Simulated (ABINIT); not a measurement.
Planning a run of ABINIT 10.8.3 on YHSe (P-6m2). The input:

```
acell 3*1.0 Angstrom
rprim 
  3.840931335803 -0.000000000001 0.000000000000
  -1.920465667901 3.326344110998 0.000000000000
  0.000000000000 0.000000000000 3.915549560000
ntypat 3
znucl 39 1 34
natom 3
typat 1 2 3
xred 
  0.000000000000 0.000000000000 0.000000000000
  0.333333333333 0.666666666667 0.000000000000
  0.666666666667 0.333333333333 0.500000000000
pp_dirpath "pseudos"
pseudos "Y.upf, H.upf, Se.upf"
ecut 48
ngkpt 3 3 4
nshiftk 1
shiftk 0 0 0
kptopt 1
chksymbreak 0
istwfk *1
occopt 1
irdwfk 1
optdriver 4
nband 51
gwcalctyp 10
ecutsigx 48
symsigma 1
nkptgw 9
kptgw 
  0.0000000000 0.0000000000 0.0000000000
  0.3333333333 0.0000000000 0.0000000000
  0.3333333333 0.3333333333 0.0000000000
  0.0000000000 0.0000000000 0.2500000000
  0.3333333333 0.0000000000 0.2500000000
  0.3333333333 0.3333333333 0.2500000000
  0.0000000000 0.0000000000 0.5000000000
  0.3333333333 0.0000000000 0.5000000000
  0.3333333333 0.3333333333 0.5000000000
bdgw 
  15 24
  15 24
  15 24
  15 24
  15 24
  15 24
  15 24
  15 24
  15 24
ecuteps 3.9
irdscr 1
ppmodel 1
indata_prefix "in"
outdata_prefix "out"
tmpdata_prefix "tmp"
```

```sh
OMP_NUM_THREADS=1 mpirun -n 4 abinit run.abi > log
```

**Question.** Estimate wall time and host memory on 4 MPI ranks of Arm Neoverse V1, shared host.

It took 30 s; on shared hardware allow 15 s to 61 s. Peak host memory was 1.2 GiB.

[Paths, hosts, dates, memory and timing lines, banners, echoed tables and standing remarks are left out of the program output.]

[Logs are printed without paths, hosts, clocks, repeated set-up lines and the standing remarks that a program may print on its own settings, such as how far it seeks lower states.]

[Runs of the session that timed out or met a known fault of the program may be left out.]

[Hosts, paths, dates, database ids (printed as entryN), source tags and the programs' standing remarks are cut or masked in the printed files.]

[G0W0 gaps are taken among the corrected bands and points alone; a level outside them can change the order at an edge.]

[Where Ansatz stands beside ABINIT at settings called matched, ABINIT's density can come from a denser mesh and the files from another edition; pairs whose starting gaps differed by over 0.03 eV were left out, so agreement reads better than it is.]
